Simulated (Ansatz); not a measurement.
**GeW3, from a guessed structure to a relaxed one**

This structure for GeW3 is made up. Its elements were placed in a known structure type with a cell scaled to their sizes. What cell does the guess relax to, and how far off was it?

Program: Ansatz 0.2.0. Level of theory: DFT, PBE, plane-wave PAW, files of the set soft_1, scalar-relativistic, no spin, cell and ions relaxed at zero pressure; PAW set soft_1. Results are calculated unless marked as measured.

### Step 1. The structure

The structure is hexagonal, space group P6_3/mmc (No. 194). Conventional cell: a = 6.087 Å, b = 6.087 Å, c = 4.816 Å, α = 90.00°, β = 90.00°, γ = 120.00°. W has 4 Ge at 2.96 to 3.04 Å and 8 W at 2.99 to 3.10 Å nearest. Nearest to Ge lie 12 W at 2.96 to 3.04 Å. Farther neighbours are not listed.

As a file:

```cif
data_structure
_symmetry_space_group_name_H-M 'P 1'
_symmetry_Int_Tables_number 1
_cell_length_a 6.0870
_cell_length_b 6.0870
_cell_length_c 4.8160
_cell_angle_alpha 90.000
_cell_angle_beta 90.000
_cell_angle_gamma 120.000
_cell_volume 154.53
loop_
_atom_site_label
_atom_site_type_symbol
_atom_site_fract_x
_atom_site_fract_y
_atom_site_fract_z
_atom_site_occupancy
W1 W 0.16980 0.33960 0.25000 1
W2 W 0.16980 0.83020 0.25000 1
W3 W 0.66040 0.83020 0.25000 1
W4 W 0.83020 0.66040 0.75000 1
W5 W 0.83020 0.16980 0.75000 1
W6 W 0.33960 0.16980 0.75000 1
Ge7 Ge 0.66667 0.33333 0.25000 1
Ge8 Ge 0.33333 0.66667 0.75000 1
```

### Step 2. Relaxation of the guess

The guess takes its coordinates from another compound and its volume from a rule, so the cell and any free coordinates are relaxed together.

Contents of input.yaml:

```yaml
crystal:
  lattice:
    - [6.087, 0.0, 0.0]
    - [-3.0435, 5.271496633, 0.0]
    - [0.0, 0.0, 4.816]
  atoms:
    - { symbol: W, position: [0.169799995, 0.33959999, 0.25] }
    - { symbol: W, position: [0.169799995, 0.830200005, 0.25] }
    - { symbol: W, position: [0.66040001, 0.830200005, 0.25] }
    - { symbol: W, position: [0.830200005, 0.66040001, 0.75] }
    - { symbol: W, position: [0.830200005, 0.169799995, 0.75] }
    - { symbol: W, position: [0.33959999, 0.169799995, 0.75] }
    - { symbol: Ge, position: [0.666666667, 0.333333333, 0.25] }
    - { symbol: Ge, position: [0.333333333, 0.666666667, 0.75] }
kpoints:
  mp_grid: { grid: [5, 5, 6] }
scf:
  occupations: { method: fermi_dirac, width: 0.05 }
hamiltonian:
  xc: pbe
  pseudopotentials: { kind: paw, azcp: { folder: soft_1 } }
relax:
  f_tol: 0.015
  max_steps: 70
  cell: {}
output:
  forces: true
  stress: true
```

The run is started by

```console
> ansatz run input.yaml --threads 4 --pin off --max-ram 10240MiB --backend cpu --events-out ev --progress --plain --runs-dir out
```

Numbers of over 12 decimals in the logs are rounded to 6 here.

What it wrote:

```text
Engine: ansatz 0.2.0, x86_64-unknown-linux-gnu
Pseudopotentials: kind: paw
Pseudopotential: W, paw, valence charge 14, recommended cutoff 420 eV (normal), soft_1/W.paw.azcp
Pseudopotential: Ge, paw, valence charge 14, recommended cutoff 420 eV (normal), soft_1/Ge.paw.azcp
Functional definition: PBE
  parameter kappa = 0.804
  parameter beta = 0.066725
  exchange = pbe_x(kappa = kappa, mu = beta*pi^2/3)
  correlation = pbe_c(beta = beta)
Crystal: 8 atoms, lattice volume = 154.534 Å³
Basis set: ecut = 420 eV, 2951 PW (Γ), exchange–correlation on 90×90×72 points (8 copies of the dense FFT grid, shifted against one another)
Bands: 68, of which v1, the nominal top of the filled ones, is band 56 counted from 1 (55 counted from 0)
Symmetry: 24 space group operations
Space group: P63/mmc (ITA 194), of the structure as read, at distance tolerance 5.4e-5 Å
k-points: 20 of 150
Non-local potential: W, projectors of the file, l = 0: 3, l = 1: 2, l = 2: 2, l = 3: 1
Non-local potential: Ge, projectors of the file, l = 0: 2, l = 1: 2, l = 2: 3, l = 3: 1
PAW form: soft (Blöchl's): semilocal exchange-correlation on the pseudo side does not see the compensation charge
PAW one-centre angular grid: W, 590 points (default); XC on 64 Gauss nodes
PAW one-centre angular grid: Ge, 590 points (default); XC on 64 Gauss nodes
Initial density: superposition of atomic densities (chi_scale 0.1, normalization cell, long waves kept (reshape's long-wave potential 0.01 eV rms))
Initial wavefunctions: pseudopotential atomic-orbital guess
Functional: x = pbe(κ = 0.804, μ = 0.219515), c = pbe(β = 0.066725)
SCF iter   1: F=—  HF=-70900.964646 eV  |F-HF|=—  |Δ(HF+E_count)|=         —  Δρ=6.04e-2  dr2=6.00e0  ethr=3.10e-3  ⟨swp⟩=5.9  Hψ=5195  notcnv=0
preconditioner: auto → Kerker (q_TF=auto, 2.586 Å⁻¹)  [metal: Δε(μ)=0.014 eV  Ē_g=4.857 eV  σ=0.050 eV  W_gap=0.07  n_scr=44 (ndim 8)  ℏωp=19.8 eV  f_vac=0.000  D(μ)=5.38/eV (n_scr^D=44)]
SCF iter   2: F=—  HF=-70899.700686 eV  |F-HF|=—  |Δ(HF+E_count)|=    1.26e0  Δρ=3.44e-2  dr2=1.87e0  ethr=3.10e-3  ⟨swp⟩=2.4  Hψ=2046  notcnv=0  defer=32
SCF iter   3: F=—  HF=-70899.154632 eV  |F-HF|=—  |Δ(HF+E_count)|=   5.46e-1  Δρ=4.25e-3  dr2=1.42e-2  ethr=1.67e-3  ⟨swp⟩=3.0  Hψ=2534  notcnv=0  defer=32
SCF iter   4: F=—  HF=-70899.148684 eV  |F-HF|=—  |Δ(HF+E_count)|=   5.95e-3  Δρ=1.99e-3  dr2=4.29e-3  ethr=1.27e-5  ⟨swp⟩=2.3  Hψ=2384  notcnv=0  defer=29
SCF iter   5: F=—  HF=-70899.148301 eV  |F-HF|=—  |Δ(HF+E_count)|=   3.83e-4  Δρ=8.93e-4  dr2=9.52e-4  ethr=3.83e-6  ⟨swp⟩=2.0  Hψ=1576  notcnv=0  defer=29
SCF iter   6: F=—  HF=-70899.148166 eV  |F-HF|=—  |Δ(HF+E_count)|=   1.35e-4  Δρ=1.94e-4  dr2=5.23e-5  ethr=8.50e-7  ⟨swp⟩=2.0  Hψ=1771  notcnv=0  defer=29
SCF iter   7: F=—  HF=-70899.148269 eV  |F-HF|=—  |Δ(HF+E_count)|=   1.04e-4  Δρ=2.19e-5  dr2=7.84e-7  ethr=4.67e-8  ⟨swp⟩=2.0  Hψ=1970  notcnv=0  defer=29
SCF iter   8: F=-70899.148269 eV  HF=-70899.148269 eV  |F-HF|=6.46e-9  |Δ(HF+E_count)|=   3.00e-7  Δρ=2.65e-6  dr2=1.34e-8  ethr=8.93e-11  ⟨swp⟩=4.0  Hψ=4142  notcnv=0
SCF 1 converged in 8 iterations: F = -70899.148269 eV  dr2 = 1.34e-8
  greatest PAW one-centre occupation: 0.999 electrons in one spin orbital (limit 2), on the W atom at site 5 (counted from 0), in its partial waves of l = 0
relax step   1: F+E_penalty+E_count = -70899.14826916 eV  Δ(F+E_penalty+E_count) = +0.000e0 eV  max|allowed force component| = 8.403e-1 eV/Å  Δτ_max = 0.0000 Å  P = -32.781 GPa  Ω = 154.534 Å³  (8 SCF iters, dr2 threshold 1.00e-7 eV, accepted)
Crystal: 8 atoms, lattice volume = 134.495 Å³
Basis set: ecut = 420 eV, 2643 PW (Γ), exchange–correlation on 90×90×72 points (8 copies of the dense FFT grid, shifted against one another)
Initial density: handed on by an earlier stage of this run
Initial wavefunctions: those handed on with the density
iter 1 solved again at ethr=1.82e-4 eV; its pass at ethr=3.10e-3 eV (dr2=2.03e-1 eV) is discarded
SCF iter   1: F=—  HF=-70902.581626 eV  |F-HF|=—  |Δ(HF+E_count)|=         —  Δρ=9.27e-3  dr2=2.05e-1  ethr=1.82e-4  ⟨swp⟩=1.4  Hψ=6114  notcnv=0
preconditioner: auto → Kerker (q_TF=auto, 2.646 Å⁻¹)  [metal: Δε(μ)=0.055 eV  Ē_g=11.950 eV  σ=0.050 eV  W_gap=0.26  n_scr=44 (ndim 8)  ℏωp=25.6 eV  f_vac=0.000  D(μ)=5.41/eV (n_scr^D=44)]
SCF iter   2: F=—  HF=-70902.558920 eV  |F-HF|=—  |Δ(HF+E_count)|=   2.27e-2  Δρ=5.49e-3  dr2=8.57e-2  ethr=1.82e-4  ⟨swp⟩=1.1  Hψ=1361  notcnv=0
SCF iter   3: F=—  HF=-70902.542488 eV  |F-HF|=—  |Δ(HF+E_count)|=   1.64e-2  Δρ=7.26e-4  dr2=5.53e-4  ethr=7.65e-5  ⟨swp⟩=2.0  Hψ=1996  notcnv=0
SCF iter   4: F=—  HF=-70902.542587 eV  |F-HF|=—  |Δ(HF+E_count)|=   9.93e-5  Δρ=2.63e-4  dr2=1.16e-4  ethr=4.93e-7  ⟨swp⟩=2.2  Hψ=1923  notcnv=0
SCF iter   5: F=—  HF=-70902.542484 eV  |F-HF|=—  |Δ(HF+E_count)|=   1.03e-4  Δρ=9.45e-5  dr2=1.20e-5  ethr=1.03e-7  ⟨swp⟩=2.0  Hψ=1991  notcnv=0
SCF iter   6: F=-70902.542482 eV  HF=-70902.542482 eV  |F-HF|=1.30e-7  |Δ(HF+E_count)|=   2.07e-6  Δρ=2.32e-5  dr2=6.18e-7  ethr=7.14e-10  ⟨swp⟩=2.7  Hψ=4746  notcnv=0
SCF 2 converged in 6 iterations: F = -70902.542482 eV  dr2 = 6.18e-7
relax step   2: F+E_penalty+E_count = -70902.54248189 eV  Δ(F+E_penalty+E_count) = -3.394e0 eV  max|allowed force component| = 7.238e-1 eV/Å  Δτ_max = 0.0366 Å  P = -14.485 GPa  Ω = 134.495 Å³  energy of the carried Pulay correction = +7.144e-3 eV  (6 SCF iters, dr2 threshold 8.00e-7 eV, accepted)
Crystal: 8 atoms, lattice volume = 121.041 Å³
Basis set: ecut = 420 eV, 2337 PW (Γ), exchange–correlation on 90×90×72 points (8 copies of the dense FFT grid, shifted against one another)
iter 1 solved again at ethr=4.02e-4 eV; its pass at ethr=3.10e-3 eV (dr2=4.50e-1 eV) is discarded
SCF iter   1: F=—  HF=-70903.009911 eV  |F-HF|=—  |Δ(HF+E_count)|=         —  Δρ=1.54e-2  dr2=4.56e-1  ethr=4.02e-4  ⟨swp⟩=1.4  Hψ=6352  notcnv=0
preconditioner: auto → Kerker (q_TF=auto, 2.693 Å⁻¹)  [metal: Δε(μ)=0.018 eV  Ē_g=12.481 eV  σ=0.050 eV  W_gap=0.09  n_scr=44 (ndim 8)  ℏωp=27.0 eV  f_vac=0.000  D(μ)=4.10/eV (n_scr^D=26)]
SCF iter   2: F=—  HF=-70902.944456 eV  |F-HF|=—  |Δ(HF+E_count)|=   6.55e-2  Δρ=9.23e-3  dr2=1.90e-1  ethr=4.02e-4  ⟨swp⟩=1.8  Hψ=1436  notcnv=0
SCF iter   3: F=—  HF=-70902.897099 eV  |F-HF|=—  |Δ(HF+E_count)|=   4.74e-2  Δρ=1.15e-3  dr2=1.14e-3  ethr=1.70e-4  ⟨swp⟩=2.0  Hψ=1999  notcnv=0
SCF iter   4: F=—  HF=-70902.897034 eV  |F-HF|=—  |Δ(HF+E_count)|=   6.46e-5  Δρ=2.64e-4  dr2=1.26e-4  ethr=1.02e-6  ⟨swp⟩=2.0  Hψ=1993  notcnv=0
SCF iter   5: F=—  HF=-70902.897046 eV  |F-HF|=—  |Δ(HF+E_count)|=   1.16e-5  Δρ=1.16e-4  dr2=1.36e-5  ethr=1.12e-7  ⟨swp⟩=2.0  Hψ=1987  notcnv=0
SCF iter   6: F=—  HF=-70902.897037 eV  |F-HF|=—  |Δ(HF+E_count)|=   8.73e-6  Δρ=3.91e-5  dr2=1.34e-6  ethr=1.21e-8  ⟨swp⟩=2.0  Hψ=1936  notcnv=0
SCF iter   7: F=-70902.897037 eV  HF=-70902.897037 eV  |F-HF|=3.10e-9  |Δ(HF+E_count)|=   1.00e-7  Δρ=4.75e-6  dr2=1.79e-8  ethr=7.14e-10  ⟨swp⟩=3.5  Hψ=3734  notcnv=0
SCF 3 converged in 7 iterations: F = -70902.897037 eV  dr2 = 1.79e-8
relax step   3: F+E_penalty+E_count = -70902.89703692 eV  Δ(F+E_penalty+E_count) = -3.546e-1 eV  max|allowed force component| = 9.811e-1 eV/Å  Δτ_max = 0.0605 Å  P = +13.118 GPa  Ω = 121.041 Å³  energy of the carried Pulay correction = +1.253e-2 eV  (7 SCF iters, dr2 threshold 8.00e-7 eV, accepted)
[...]
relax step   4: F+E_penalty+E_count = -70903.15668873 eV  Δ(F+E_penalty+E_count) = -2.597e-1 eV  max|allowed force component| = 2.228e-1 eV/Å  Δτ_max = 0.0388 Å  P = -1.846 GPa  Ω = 126.921 Å³  energy of the carried Pulay correction = +1.011e-2 eV  (6 SCF iters, dr2 threshold 8.00e-7 eV, accepted)
[...]
relax step   5: F+E_penalty+E_count = -70903.17191977 eV  Δ(F+E_penalty+E_count) = -1.523e-2 eV  max|allowed force component| = 5.405e-2 eV/Å  Δτ_max = 0.0071 Å  P = -0.158 GPa  Ω = 126.190 Å³  energy of the carried Pulay correction = +1.040e-2 eV  (6 SCF iters, dr2 threshold 8.00e-7 eV, accepted)
[...]
relax step   6: F+E_penalty+E_count = -70903.17253055 eV  Δ(F+E_penalty+E_count) = -6.108e-4 eV  max|allowed force component| = 1.449e-3 eV/Å  Δτ_max = 0.0027 Å  P = -0.008 GPa  Ω = 126.168 Å³  energy of the carried Pulay correction = +1.041e-2 eV  (6 SCF iters, dr2 threshold 2.67e-7 eV, accepted)
Basis set: ecut = 420 eV, 2427 PW (Γ), exchange–correlation on 80×80×64 points (8 copies of the dense FFT grid, shifted against one another)
Initial wavefunctions: pseudopotential atomic-orbital guess (no wavefunctions were taken with the density)
iter 1 solved again at ethr=1.35e-8 eV; its pass at ethr=3.10e-3 eV (dr2=1.51e-5 eV) is discarded
SCF iter   1: F=—  HF=-70903.165647 eV  |F-HF|=—  |Δ(HF+E_count)|=         —  Δρ=2.73e-4  dr2=1.08e-5  ethr=1.35e-8  ⟨swp⟩=3.0  Hψ=8318  notcnv=0
preconditioner: auto → Kerker (q_TF=auto, 2.675 Å⁻¹)  [metal: Δε(μ)=0.025 eV  Ē_g=12.278 eV  σ=0.050 eV  W_gap=0.12  n_scr=44 (ndim 8)  ℏωp=26.4 eV  f_vac=0.000  D(μ)=5.26/eV (n_scr^D=46)]
SCF iter   2: F=—  HF=-70903.165692 eV  |F-HF|=—  |Δ(HF+E_count)|=   4.52e-5  Δρ=1.49e-4  dr2=3.93e-6  ethr=9.67e-9  ⟨swp⟩=2.0  Hψ=1560  notcnv=0
SCF iter   3: F=—  HF=-70903.165697 eV  |F-HF|=—  |Δ(HF+E_count)|=   5.30e-6  Δρ=3.47e-5  dr2=2.19e-7  ethr=3.51e-9  ⟨swp⟩=2.8  Hψ=2561  notcnv=0
SCF iter   4: F=—  HF=-70903.165698 eV  |F-HF|=—  |Δ(HF+E_count)|=   1.15e-7  Δρ=5.42e-6  dr2=2.22e-8  ethr=1.95e-10  ⟨swp⟩=2.5  Hψ=2349  notcnv=0
SCF iter   5: F=—  HF=-70903.165698 eV  |F-HF|=—  |Δ(HF+E_count)|=  8.00e-10  Δρ=6.70e-7  dr2=4.92e-10  ethr=1.99e-11  ⟨swp⟩=2.0  Hψ=1973  notcnv=0
SCF iter   6: F=-70903.165698 eV  HF=-70903.165698 eV  |F-HF|=0.00e0  |Δ(HF+E_count)|=  7.28e-11  Δρ=9.57e-8  dr2=6.31e-12  ethr=1.00e-12  ⟨swp⟩=4.0  Hψ=4150  notcnv=0
SCF 7 converged in 6 iterations: F = -70903.165698 eV  dr2 = 6.31e-12
relax step   7: F+E_penalty+E_count = -70903.16569755 eV  Δ(F+E_penalty+E_count) = +6.833e-3 eV  max|allowed force component| = 1.802e-3 eV/Å  Δτ_max = 0.0000 Å  P = -0.040 GPa  Ω = 126.168 Å³  stress off target by 4.29e-2 GPa  SCF on the basis re-selected at this cell (its energy is not comparable with the rows above)  (6 SCF iters)
basis re-selected at this cell: Δ(F+E_penalty+E_count) = +6.833e-3 eV, ΔP = -0.032 GPa vs the last step (what re-selecting the basis moved, of the pressure what is left beyond the Pulay correction that the steps carried, after the strain that the cell walked since its last selection, with what the two solves' SCF thresholds leave and, on support functions, any second-order correction that the steps lacked; it is no measure of the basis error at this ecutwfc). The dense FFT grid was sized anew with the basis: this SCF ran on 40×40×32 points, the steps before it on 45×45×36, so part of this shift can come from that change (see relax.cell in the input reference). [rest of the remark cut]
SCF converged after 6 iterations
Free energy (F): -70903.165698 eV
Harris-Foulkes:  -70903.165698 eV  (|F-HF|=0.00e0)
Internal energy: -70903.124406 eV  (E = F + TS)
E sigma→0 (E₀):  -70903.145052 eV
Entropy (-TS):   -0.041291 eV (-5.161 meV/atom)
Fermi energy:    20.613619 eV
--- Per-component energies (eV) ---
  E_band       = -636.595951
  E_kinetic    = 2723.861702
  E_local      = -6782.300333  (includes V_loc(G=0)·N_el)
  E_nonlocal   = 290.214523
  E_hartree    = 3110.052274
  E_xc         = -1749.643239
  E_vxc        = -1519.221403  (∫ρ·V_xc dr)
  E_paw        = -55500.678411  (= ΣΔE_a)
  E_vpaw       = -1569.255841  (= ΣTr[D̂ρ^β])
  E_aug_tail   = 0.000955  (compensation charges beyond the density's cutoff)
  E_ewald      = -12994.631876
  E_smearing   = -0.041291  (= −TS)
  E_closure    = -0.000000  (closes the sum)
  Σ components = -70903.165698   (vs F -70903.165698, Δ=0.00e0)
--- Forces (eV/Å), atoms counted from 1 ---
  atom   1  W      0.00000000     0.00180249     0.00000000
  atom   2  W      0.00156100    -0.00090124     0.00000000
  atom   3  W     -0.00156100    -0.00090124     0.00000000
  atom   4  W     -0.00000000    -0.00180249     0.00000000
  atom   5  W     -0.00156100     0.00090124     0.00000000
  atom   6  W      0.00156100     0.00090124     0.00000000
  atom   7  Ge    -0.00000000     0.00000000     0.00000000
  atom   8  Ge     0.00000000    -0.00000000     0.00000000
  max |Σ_I F_I| component: 5.85e-18 eV/Å
--- Stress (GPa, compression-positive) ---
       -0.038658       0.000000       0.000000
        0.000000      -0.038658       0.000000
        0.000000       0.000000      -0.042944
  P = ⅓ Tr σ = -0.0401 GPa (-0.401 kbar)
--- Relaxed structure (6 steps of the walk, 6 accepted, 1 SCFs on fresh bases) ---
  F+E_penalty+E_count = -70903.16569755 eV   max|allowed force component| = 1.802e-3 eV/Å   (the final SCF, on the basis selected at the relaxed cell)
  cell:  # Å, volume = 126.1684 Å³
    - [5.578595, 0, 0.0]
    - [-2.789298, 4.831205, 0.0]
    - [0.0, 0.0, 4.681339]
  atoms:
    - { symbol: W, position: [0.163332, 0.326664, 0.25] }
    - { symbol: W, position: [0.163332, 0.836668, 0.25] }
    - { symbol: W, position: [0.673336, 0.836668, 0.25] }
    - { symbol: W, position: [0.836668, 0.673336, 0.750000] }
    - { symbol: W, position: [0.836668, 0.163332, 0.750000] }
    - { symbol: W, position: [0.326664, 0.163332, 0.750000] }
    - { symbol: Ge, position: [0.666667, 0.333333, 0.25] }
    - { symbol: Ge, position: [0.333333, 0.666667, 0.750000] }
```

The job ended after 14 s (4 threads of AMD EPYC 7B13 (Zen 3), shared host; peak memory 0.73 GiB).

Relaxation path:

```
step  energy less that of the first step (eV)  largest force component (eV/Å)  pressure (GPa)  volume (Å³)
   1                                   0.0000                          0.8403          -32.78       154.53
   2                                  -3.3942                          0.7238          -14.48       134.50
   3                                  -3.7488                          0.9811           13.12       121.04
   4                                  -4.0084                          0.2228           -1.85       126.92
   5                                  -4.0237                          0.0541           -0.16       126.19
   6                                  -4.0243                          0.0014           -0.01       126.17
  7*                                  -4.0174                          0.0018           -0.04       126.17
```

Relaxation steps marked * repeat the geometry before them on a plane-wave basis chosen anew for their cell, so energy and pressure can jump there.

The run keeps the 24 symmetry operations that it works with, so distortions that break them were not tested.

```
conventional cell, symmetrised  before  after   change
                         a (Å)   6.087  5.579   -8.4 %
                         b (Å)   6.087  5.579   -8.4 %
                         c (Å)   4.816  4.681   -2.8 %
              volume (Å³/atom)   19.32  15.77  -18.4 %
```

The atoms that moved most (Å, as changes of fractional coordinates times the final cell):

| atom | dx | dy | dz | length |
| --- | --- | --- | --- | --- |
| W4 | 0.000 | 0.062 | 0.000 | 0.062 |
| W3 | 0.054 | 0.031 | 0.000 | 0.062 |
| W2 | -0.054 | 0.031 | 0.000 | 0.062 |
| W5 | 0.054 | -0.031 | 0.000 | 0.062 |
| W6 | -0.054 | -0.031 | 0.000 | 0.062 |
| W1 | 0.000 | -0.062 | 0.000 | 0.062 |

Final coordinates:

```cif
data_structure
_symmetry_space_group_name_H-M 'P 1'
_symmetry_Int_Tables_number 1
_cell_length_a 5.5786
_cell_length_b 5.5786
_cell_length_c 4.6813
_cell_angle_alpha 90.000
_cell_angle_beta 90.000
_cell_angle_gamma 120.000
_cell_volume 126.17
loop_
_atom_site_label
_atom_site_type_symbol
_atom_site_fract_x
_atom_site_fract_y
_atom_site_fract_z
_atom_site_occupancy
W1 W 0.16333 0.32666 0.25000 1
W2 W 0.16333 0.83667 0.25000 1
W3 W 0.67334 0.83667 0.25000 1
W4 W 0.83667 0.67334 0.75000 1
W5 W 0.83667 0.16333 0.75000 1
W6 W 0.32666 0.16333 0.75000 1
Ge7 Ge 0.66667 0.33333 0.25000 1
Ge8 Ge 0.33333 0.66667 0.75000 1
```

This step gave:

```yaml
free_energy: -70903.1657 eV
energy_at_zero_smearing: -70903.1451 eV
smearing_term_ts: 0.04129 eV
fermi_energy: 20.61 eV
electrons: 112
symmetry_operations: 24
pressure: -0.04009 GPa
```

The shortest distance of each pair, which need not be the same contact before and after:

```csv
pair,guess (Å),relaxed (Å)
W–W,2.986,2.733
Ge–W,2.962,2.789
Ge–Ge,4.260,3.981
```

The relaxation ends with a largest force component of 0.0018 eV/Å and a pressure of -0.04 GPa.

### Step 3. What came out

| Quantity | Value |
| --- | --- |
| space group, relaxed | P6_3/mmc |
| conventional cell | a = 5.579, b = 5.579, c = 4.681 Å; α = 90.0°, β = 90.0°, γ = 120.0° |
| volume per atom | 15.77 Å³ (guess 19.32) |

In words: GeW3 relaxes to P6_3/mmc with a = 5.579, b = 5.579 and c = 4.681 Å. The guessed volume was 22 % too large. The space group P6_3/mmc was held in the relaxation, so the end point is a stationary structure within it and may be a saddle against distortions or other arrangements. Mesh and cutoff weren't tested. A vector of the cell changed its length by 8 %, more than the volume shows. Spin-orbit coupling is left out, which can matter for elements this heavy. No dispersion term is used, so weakly bound directions may come out too long. The runs have no spin, and magnetism wasn't tested. Nothing here tests whether the compound is stable against decomposition.

[Logs are printed without paths, hosts, clocks, repeated set-up lines and the standing remarks that a program may print on its own settings, such as how far it seeks lower states.]

[Hosts, paths, dates, database ids (printed as entryN), source tags and the programs' standing remarks are cut or masked in the printed files.]
